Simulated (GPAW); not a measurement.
# Core-hole calculation of the O K edge in HfO2 (Fm-3m), part 3 of 3

Aim: the dependence of the O K near-edge features of HfO2 (Fm-3m) on volume.

GPAW 26.7.0; X-ray absorption from dipole matrix elements to empty bands, plane-wave PAW revPBE.

So far. Step 4 (Spectrum with FCH, O atom 2): The hole costs E(hole) − E(ground) = 528.45 eV, and the lowest empty level of the hole cell on the spectrum's mesh lies at 12.11 eV, which puts the zero at 540.57 eV. One term is added: -8.91 eV, since the hole is spin-paired here and a spin-polarised one costs that much less in the free atom (computed apart). The photon energy is then 531.66 eV. The functional and the charged cell's background leave an error of a few eV in such absolute values.

**7. Reference energy of the supercell**

Level of this step: plane-wave PAW DFT, revPBE, self-consistent field (GPAW).

The cell and mesh change for the next run, so it gets a reference energy of its own.

The cell differs from the one that the last finished run ended in (a 6.071 → 6.327 Å, b 6.071 → 6.327 Å, c 6.071 → 6.327 Å).

Contents of scf.py:

```python
import numpy as np
from ase import Atoms
from ase.parallel import parprint, paropen
from gpaw import GPAW, PW, FermiDirac, Mixer, MixerDif, setup_paths
from gpaw.test import gen
setup_paths.insert(0, '.')
gen('O', name='nch1s', xcname='revPBE', corehole=(1, 0, 0), write_xml=True)
from gpaw.mpi import world
world.barrier()

atoms = Atoms('Hf6O12',
    cell=[[2.58282343, 5.16564686, -2.58282343],
     [5.16564686, -2.58282343, 2.58282343],
     [2.58282343, -5.16564686, -2.58282343]],
    scaled_positions=[[0, 0, 0],
     [0.5, 0, 0.5],
     [0, 0.33333333, 0.33333333],
     [0.5, 0.66666667, 0.16666667],
     [0.5, 0.33333333, 0.83333333],
     [0, 0.66666667, 0.66666667],
     [0.375, 0, 0.125],
     [0.875, 0, 0.625],
     [0.375, 0.33333333, 0.45833333],
     [0.875, 0.66666667, 0.29166667],
     [0.875, 0.33333333, 0.95833333],
     [0.375, 0.66666667, 0.79166667],
     [0.125, 0.33333333, 0.70833333],
     [0.625, 0.33333333, 0.20833333],
     [0.125, 0.66666667, 0.04166667],
     [0.625, 0, 0.875],
     [0.625, 0.66666667, 0.54166667],
     [0.125, 0, 0.375]],
    pbc=True)
atoms.calc = calc = GPAW(legacy_gpaw=True, mode=PW(500), xc='revPBE', setups={6: 'nch1s'},
    kpts={'size': (2, 3, 3), 'gamma': True}, occupations=FermiDirac(0.02),
    charge=0, mixer=Mixer(0.1, 5, 50), maxiter=150,
    convergence={'density': 0.0001}, txt='scf.txt')
energy = atoms.get_potential_energy() + calc.get_reference_energy()
ef = calc.get_fermi_level()
out = dict(energy=energy, fermi=ef, forces=atoms.get_forces().tolist())
parprint(f'all-electron energy {energy:.4f} eV, Fermi level {ef:.4f} eV')
ev = np.array([[calc.get_eigenvalues(k, s) for k in range(len(calc.get_ibz_k_points()))] for s in range(calc.get_number_of_spins())])
out['homo'], out['lumo'], out['counts'] = ev[ev < ef].max(), ev[ev > ef].min(), sorted(set((ev < ef).sum((0, 2)).tolist()))
out['filled'] = (ev[:, 0] < ef).sum(1).tolist()
import json
with paropen('out.json', 'w') as f:
    json.dump(out, f)
```

Launch:

```
OMP_NUM_THREADS=1 mpirun -n 2 gpaw python scf.py
```

Numbers of over 12 decimals in the logs are rounded to 6 here.

Log:

```text
Input parameters:
  convergence: {density: 0.0001}
  kpts: {gamma: True,
         size: (2, 3, 3)}
  maxiter: 150
  mixer: {backend: pulay,
          beta: 0.1,
          method: separate,
          nmaxold: 5,
          weight: 50}
  mode: {ecut: 500.0,
         name: pw}
  occupations: {fixmagmom: False,
                name: fermi-dirac,
                width: 0.02}
  setups: {6: nch1s}
  xc: revPBE

Initialize ...

[...]
2s(2) :    -0.881898     1.082464
*s    :     0.118102
2p(4) :    -0.329595     0.879738
*p    :     0.670405
*d    :     0.000000
--------------------------------

Diagonalizing with gridspacing h=0.050

state   all-electron     PAW
-------------------------------
2s:      -0.881898    -0.883008
2p:      -0.329595    -0.333354
*d:                    0.048653
*f:                    0.076486
-------------------------------
all-electron energy -2484037.8285 eV, Fermi level 9.1360 eV
[key lines of the parts left out:]
Converged after 31 iterations.
Dipole moment: (-0.000000, 0.000000, 0.000000) |e|*Ang
Free energy:   -156.717951
Fermi level: 9.13599
```

The job ended after 2.7 min (2 MPI ranks of Arm Neoverse V1, shared host; peak memory 0.37 GiB; 5.4 min of CPU time).

Reference energy: -2484037.828 eV with the cores included.

**8. Spectrum with FCH, O atom 2**

Shorter bonds are expected to push antibonding states and scattering resonances up, and longer ones down; the cell is scaled to test that.

Changed against the first core-hole run: volume scale from 1 to 1.03.

Contents of xas.py:

```python
import numpy as np
from ase import Atoms
from ase.parallel import parprint, paropen
from gpaw import GPAW, PW, FermiDirac, Mixer, MixerDif, setup_paths
from gpaw.test import gen
setup_paths.insert(0, '.')
gen('O', name='fch1s', xcname='revPBE', corehole=(1, 0, 1), write_xml=True)
from gpaw.mpi import world
world.barrier()

atoms = Atoms('Hf6O12',
    cell=[[2.58282343, 5.16564686, -2.58282343],
     [5.16564686, -2.58282343, 2.58282343],
     [2.58282343, -5.16564686, -2.58282343]],
    scaled_positions=[[0, 0, 0],
     [0.5, 0, 0.5],
     [0, 0.33333333, 0.33333333],
     [0.5, 0.66666667, 0.16666667],
     [0.5, 0.33333333, 0.83333333],
     [0, 0.66666667, 0.66666667],
     [0.375, 0, 0.125],
     [0.875, 0, 0.625],
     [0.375, 0.33333333, 0.45833333],
     [0.875, 0.66666667, 0.29166667],
     [0.875, 0.33333333, 0.95833333],
     [0.375, 0.66666667, 0.79166667],
     [0.125, 0.33333333, 0.70833333],
     [0.625, 0.33333333, 0.20833333],
     [0.125, 0.66666667, 0.04166667],
     [0.625, 0, 0.875],
     [0.625, 0.66666667, 0.54166667],
     [0.125, 0, 0.375]],
    pbc=True)
atoms.calc = calc = GPAW(legacy_gpaw=True, mode=PW(500), xc='revPBE', setups={6: 'fch1s'},
    kpts={'size': (2, 3, 3), 'gamma': True}, occupations=FermiDirac(0.02),
    charge=0, mixer=Mixer(0.1, 5, 50), maxiter=150,
    convergence={'density': 0.0001}, txt='scf.txt')
energy = atoms.get_potential_energy() + calc.get_reference_energy()
ef = calc.get_fermi_level()
out = dict(energy=energy, fermi=ef, forces=atoms.get_forces().tolist())
parprint(f'all-electron energy {energy:.4f} eV, Fermi level {ef:.4f} eV')
ev = np.array([[calc.get_eigenvalues(k, s) for k in range(len(calc.get_ibz_k_points()))] for s in range(calc.get_number_of_spins())])
out['homo'], out['lumo'], out['counts'] = ev[ev < ef].max(), ev[ev > ef].min(), sorted(set((ev < ef).sum((0, 2)).tolist()))
out['filled'] = (ev[:, 0] < ef).sum(1).tolist()

from ase.units import Ha
from gpaw.xas import dipole_matrix_elements
nb = int(calc.get_number_of_electrons() / 2) + 156
top, nb = nb, nb + 8 + nb // 12
nscf = calc.fixed_density(kpts={'size': (3, 3, 3), 'gamma': True}, nbands=nb,
    convergence={'bands': top, 'eigenstates': 1e-5}, maxiter=60, txt='nscf.txt')
cell = atoms.cell.array
ops = [cell.T @ U.T @ np.linalg.inv(cell.T) for U in nscf.wfs.kd.symmetry.op_scc]
filled = [72]  # bands filled in the ground state, by spin
E = np.arange(-6, 34, 0.1)
fwhm = np.interp(E, [4, 25], [0.9, 3.5])
Y, X, zero, highest = 0, 0, 1e9, 1e9
for spin in range(nscf.get_number_of_spins()):
    wfs = nscf.wfs
    A = dipole_matrix_elements(wfs.setups[6])
    eps = np.zeros((wfs.kd.nibzkpts, nb))
    d = np.zeros((3, A.shape[1], wfs.kd.nibzkpts, nb), complex)
    for kpt in wfs.kpt_u:
        if kpt.s == spin and 6 in kpt.P_ani:
            eps[kpt.k] = kpt.eps_n * Ha
            d[:, :, kpt.k] = (kpt.weight * wfs.nspins / 2) ** 0.5 * np.inner(A, kpt.P_ani[6])
    world.sum(eps)
    world.sum(d)
    T = np.einsum('amkn,bmkn->abkn', d, d.conj()).real
    T = sum(np.einsum('ai,ijkn,bj->abkn', R, T, R) for R in ops) / len(ops)
    empty = np.ones_like(eps, bool) & (np.arange(nb) >= filled[spin])
    zero, highest = min(zero, eps[empty].min()), min(highest, eps[:, top - 1].min())
    lines = [(eps, T, empty)] if spin == 0 else lines + [(eps, T, empty)]
for eps, T, empty in lines:
    f = np.einsum('aakn->akn', T).reshape(3, -1)
    x = eps.ravel() - zero
    w = np.interp(x, E, fwhm) / 2.35482
    g = np.exp(-0.5 * ((E[:, None] - x) / w) ** 2) / (w * (2 * np.pi) ** 0.5)
    Y = Y + (f * empty.ravel()) @ g.T
    X = X + (f * ~empty.ravel()) @ g.T
out.update(E=E.round(2).tolist(), xas=Y.tolist(), xes=X.tolist(), zero=zero, valid=highest - zero, nk=len(eps), nb=nb)
for i in range(0, len(E), 10):
    parprint(f'{E[i]:7.2f}', *(f'{v:10.3e}' for v in Y[:, i]))
import json
with paropen('out.json', 'w') as f:
    json.dump(out, f)
```

Launch:

```
OMP_NUM_THREADS=1 mpirun -n 2 gpaw python xas.py
```

Log:

```text
Input parameters:
  convergence: {density: 0.0001}
  kpts: {gamma: True,
         size: (2, 3, 3)}
  maxiter: 150
  mixer: {backend: pulay,
          beta: 0.1,
          method: separate,
          nmaxold: 5,
          weight: 50}
  mode: {ecut: 500.0,
         name: pw}
  occupations: {fixmagmom: False,
                name: fermi-dirac,
                width: 0.02}
  setups: {6: fch1s}
  xc: revPBE

Initialize ...

[...]
*p    :    -0.060364
*d    :     0.000000
--------------------------------

Diagonalizing with gridspacing h=0.050

state   all-electron     PAW
-------------------------------
2s:      -1.610682    -1.612130
2p:      -1.060364    -1.066633
*d:                   -0.064109
*f:                   -0.013753
-------------------------------
all-electron energy -2483509.0274 eV, Fermi level 8.7386 eV
[...]
32.00  4.975e-05  4.927e-05  4.975e-05
  33.00  5.849e-05  5.788e-05  5.849e-05
[key lines of the parts left out:]
Converged after 22 iterations.
Dipole moment: (-0.143197, 0.125774, 0.143197) |e|*Ang
Free energy:   -183.018732
Fermi level: 8.73864
```

Elapsed: 6.5 min, on 2 MPI ranks; peak memory 0.58 GiB.

```tsv
E (eV)	first run	this run
-2.0	0.00	0.00
-1.0	0.00	0.00
0.0	0.94	0.97
1.0	0.76	0.70
2.0	0.20	0.34
3.0	2.16	2.54
4.0	2.86	2.45
5.0	1.40	1.17
6.0	0.79	0.76
7.0	0.65	0.71
8.0	0.98	1.17
9.0	1.16	1.02
10.0	0.66	0.48
11.0	0.57	0.64
12.0	0.98	1.08
13.0	1.11	1.08
14.0	0.88	0.83
15.0	0.76	0.75
16.0	0.78	0.80
17.0	0.81	0.82
18.0	0.75	0.73
19.0	0.67	0.67
20.0	0.71	0.76
21.0	0.86	0.93
22.0	1.00	1.00
23.0	0.96	0.88
24.0	0.75	0.64
25.0	0.52	0.44
26.0	0.39	0.35
27.0	0.34	0.34
28.0	0.36	0.39
29.0	0.41	0.45
30.0	0.47	0.52
31.0	0.55	0.63
32.0	0.67	0.79
```

Against the first run the r.m.s. difference is 13 %. A shift of -0.2 eV leaves 8 %. The highest intensity below 16 eV goes from 3.7 eV (3.20) to 3.5 eV (3.19).

The photon energy of the zero moves by -0.09 eV.

**9. Reference energy of the supercell**

The cell changes for the next run, so it gets a reference energy of its own.

The cell differs from the one that the last finished run ended in (a 6.327 → 6.387 Å, b 6.327 → 6.387 Å, c 6.327 → 6.387 Å).

Changes to scf.py since step 7:

```diff
@@ -11,5 +11,5 @@
 atoms = Atoms('Hf6O12',
-    cell=[[2.58282343, 5.16564686, -2.58282343],
-     [5.16564686, -2.58282343, 2.58282343],
-     [2.58282343, -5.16564686, -2.58282343]],
+    cell=[[2.60765979, 5.21531959, -2.60765979],
+     [5.21531959, -2.60765979, 2.60765979],
+     [2.60765979, -5.21531959, -2.60765979]],
     scaled_positions=[[0, 0, 0],
```

Launch:

```
OMP_NUM_THREADS=1 mpirun -n 2 gpaw python scf.py
```

Log:

```text
Input parameters:
  convergence: {density: 0.0001}
  kpts: {gamma: True,
         size: (2, 3, 3)}
  maxiter: 150
  mixer: {backend: pulay,
          beta: 0.1,
          method: separate,
          nmaxold: 5,
          weight: 50}
  mode: {ecut: 500.0,
         name: pw}
  occupations: {fixmagmom: False,
                name: fermi-dirac,
                width: 0.02}
  setups: {6: nch1s}
  xc: revPBE

Initialize ...

[...]
2s(2) :    -0.881898     1.082464
*s    :     0.118102
2p(4) :    -0.329595     0.879738
*p    :     0.670405
*d    :     0.000000
--------------------------------

Diagonalizing with gridspacing h=0.050

state   all-electron     PAW
-------------------------------
2s:      -0.881898    -0.883008
2p:      -0.329595    -0.333354
*d:                    0.048653
*f:                    0.076486
-------------------------------
all-electron energy -2484037.5145 eV, Fermi level 8.9198 eV
[key lines of the parts left out:]
Converged after 22 iterations.
Dipole moment: (-0.000000, 0.000000, 0.000000) |e|*Ang
Free energy:   -156.403963
Fermi level: 8.91983
```

Wall time 2.3 min (2 MPI ranks); peak memory 0.39 GiB; 4.7 min of CPU time.

Reference energy: -2484037.515 eV with the cores included.

**10. Spectrum with FCH, O atom 2**

Shorter bonds are expected to push antibonding states and scattering resonances up, and longer ones down; the cell is scaled to test that.

Changed against the first core-hole run: volume scale from 1 to 1.06.

Changes to xas.py since step 8:

```diff
@@ -11,5 +11,5 @@
 atoms = Atoms('Hf6O12',
-    cell=[[2.58282343, 5.16564686, -2.58282343],
-     [5.16564686, -2.58282343, 2.58282343],
-     [2.58282343, -5.16564686, -2.58282343]],
+    cell=[[2.60765979, 5.21531959, -2.60765979],
+     [5.21531959, -2.60765979, 2.60765979],
+     [2.60765979, -5.21531959, -2.60765979]],
     scaled_positions=[[0, 0, 0],
@@ -47,3 +47,3 @@
 from gpaw.xas import dipole_matrix_elements
-nb = int(calc.get_number_of_electrons() / 2) + 156
+nb = int(calc.get_number_of_electrons() / 2) + 159
 top, nb = nb, nb + 8 + nb // 12
```

Launch:

```
OMP_NUM_THREADS=1 mpirun -n 2 gpaw python xas.py
```

Log:

```text
Input parameters:
  convergence: {density: 0.0001}
  kpts: {gamma: True,
         size: (2, 3, 3)}
  maxiter: 150
  mixer: {backend: pulay,
          beta: 0.1,
          method: separate,
          nmaxold: 5,
          weight: 50}
  mode: {ecut: 500.0,
         name: pw}
  occupations: {fixmagmom: False,
                name: fermi-dirac,
                width: 0.02}
  setups: {6: fch1s}
  xc: revPBE

Initialize ...

[...]
*p    :    -0.060364
*d    :     0.000000
--------------------------------

Diagonalizing with gridspacing h=0.050

state   all-electron     PAW
-------------------------------
2s:      -1.610682    -1.612130
2p:      -1.060364    -1.066633
*d:                   -0.064109
*f:                   -0.013753
-------------------------------
all-electron energy -2483508.3876 eV, Fermi level 8.4134 eV
[...]
32.00  5.637e-05  5.578e-05  5.636e-05
  33.00  6.115e-05  6.082e-05  6.114e-05
[key lines of the parts left out:]
Converged after 22 iterations.
Dipole moment: (-0.144209, 0.125299, 0.144180) |e|*Ang
Free energy:   -182.378961
Fermi level: 8.41341
```

Elapsed: 8.5 min, on 2 MPI ranks; peak memory 0.66 GiB.

```tsv
E (eV)	first run	this run
-2.0	0.00	0.00
-1.0	0.00	0.01
0.0	0.94	0.98
1.0	0.76	0.64
2.0	0.20	0.57
3.0	2.16	2.86
4.0	2.86	2.08
5.0	1.40	0.94
6.0	0.79	0.76
7.0	0.65	0.85
8.0	0.98	1.26
9.0	1.16	0.81
10.0	0.66	0.39
11.0	0.57	0.76
12.0	0.98	1.15
13.0	1.11	1.03
14.0	0.88	0.79
15.0	0.76	0.75
16.0	0.78	0.81
17.0	0.81	0.82
18.0	0.75	0.72
19.0	0.67	0.69
20.0	0.71	0.82
21.0	0.86	0.97
22.0	1.00	0.97
23.0	0.96	0.78
24.0	0.75	0.54
25.0	0.52	0.39
26.0	0.39	0.34
27.0	0.34	0.36
28.0	0.36	0.42
29.0	0.41	0.49
30.0	0.47	0.59
31.0	0.55	0.74
32.0	0.67	0.89
```

Against the first run the r.m.s. difference is 24 %. A shift of -0.2 eV leaves 15 %. The highest intensity below 16 eV goes from 3.7 eV (3.20) to 3.3 eV (3.17).

The photon energy of the zero moves by -0.18 eV.

**11. The volumes side by side**

```tsv
volume	nearest distance (Å)	shift of the zero (eV)	maximum 1 (eV above own zero)	maximum 2 (eV above own zero)	maximum 3 (eV above own zero)	maximum 4 (eV above own zero)
0.91	2.146	+0.25	0.5	4.3	10.0	13.6
1	2.215	+0.00	0.4	3.7	8.7	12.8
1.03	2.237	-0.09	0.4	3.5	8.3	12.5
1.06	2.258	-0.18	0.4	3.3	8.0	12.2
```

The curves, each shifted by its zero's change so that they share one photon-energy axis, counted from the zero at V × 1:

```tsv
E (eV)	V × 0.91	V × 1	V × 1.03	V × 1.06
-2.0	0.00	0.00	0.00	0.00
-1.0	0.00	0.00	0.01	0.02
0.0	0.33	0.94	1.16	1.33
1.0	1.50	0.76	0.56	0.40
2.0	0.20	0.20	0.46	0.96
3.0	0.30	2.16	2.72	3.11
4.0	2.42	2.86	2.25	1.79
5.0	2.61	1.40	1.09	0.82
6.0	1.53	0.79	0.76	0.77
7.0	0.86	0.65	0.73	0.95
8.0	0.52	0.98	1.20	1.23
9.0	0.66	1.16	0.97	0.69
10.0	1.12	0.66	0.46	0.41
11.0	0.99	0.57	0.68	0.86
12.0	0.75	0.98	1.10	1.17
13.0	0.92	1.11	1.06	0.98
14.0	1.05	0.88	0.82	0.77
15.0	0.87	0.76	0.75	0.75
16.0	0.76	0.78	0.80	0.82
17.0	0.78	0.81	0.81	0.81
18.0	0.76	0.75	0.73	0.71
19.0	0.70	0.67	0.67	0.70
20.0	0.63	0.71	0.77	0.85
21.0	0.64	0.86	0.94	0.98
22.0	0.77	1.00	1.00	0.95
23.0	0.94	0.96	0.86	0.73
24.0	1.01	0.75	0.62	0.51
25.0	0.92	0.52	0.43	0.37
26.0	0.70	0.39	0.35	0.34
27.0	0.51	0.34	0.35	0.37
28.0	0.39	0.36	0.39	0.43
29.0	0.35	0.41	0.45	0.50
30.0	0.36	0.47	0.53	0.61
31.0	0.41	0.55	0.64	0.77
32.0	0.47	0.67	0.80	0.91
```

**12. Summary of results**

| Item | Value |
| --- | --- |
| absorber and edge | O K, atom 2 of the ground-state input (counted from 1) |
| surroundings | 4 Hf at 2.21 Å (tetrahedral, site symmetry -43m) |
| highest intensity below 16 eV | 3.7 eV above the zero, height 3.20 |
| photon energy of the zero, with the added terms | 531.7 eV (raw 540.6 eV; uncertain by a few eV) |

What this shows: From V × 0.91 to V × 1.06 the nearest distance grows by 0.112 Å and the zero moves by -0.44 eV. Above their own zero, the maxima move from 0.5 to 0.4 eV, from 4.3 to 3.3 eV, from 10.0 to 8.0 eV and from 13.6 to 12.2 eV. The O K edge of atom 2, with 4 Hf at 2.21 Å (tetrahedral, site symmetry -43m), has its highest intensity of the first 16 eV at 3.7 eV above the zero, near 535 eV in photon energy (uncertain by a few eV), 3.2 times the mean level of the first 20 eV (Gaussian full width 0.9 eV up to 4 eV, rising linearly to 3.5 eV at 25 eV). The holes are only 6.3 Å apart, so the shape is probably not converged with cell size; no larger cell was run here. The mesh is coarse (0.40 Å⁻¹ between points), so small maxima may be mesh ripples. The structure is a published determination, not relaxed.

[Banner, clock and machine lines of the logs are left out without a mark of their own.]

[Logs are printed without paths, hosts, clocks, repeated set-up lines and the standing remarks that a program may print on its own settings, such as how far it seeks lower states.]

[Hosts, paths, dates, database ids (printed as entryN), source tags and the programs' standing remarks are cut or masked in the printed files.]

[Lists of maxima count a maximum above −3 eV only where it reaches 4 % of the highest in the window and stands out from its surroundings by 2 % of it (1.5 % where it reaches 55 %); shoulders and weaker maxima are passed over, and of the rest the first, up to two pre-edge ones and the few strongest are named.]
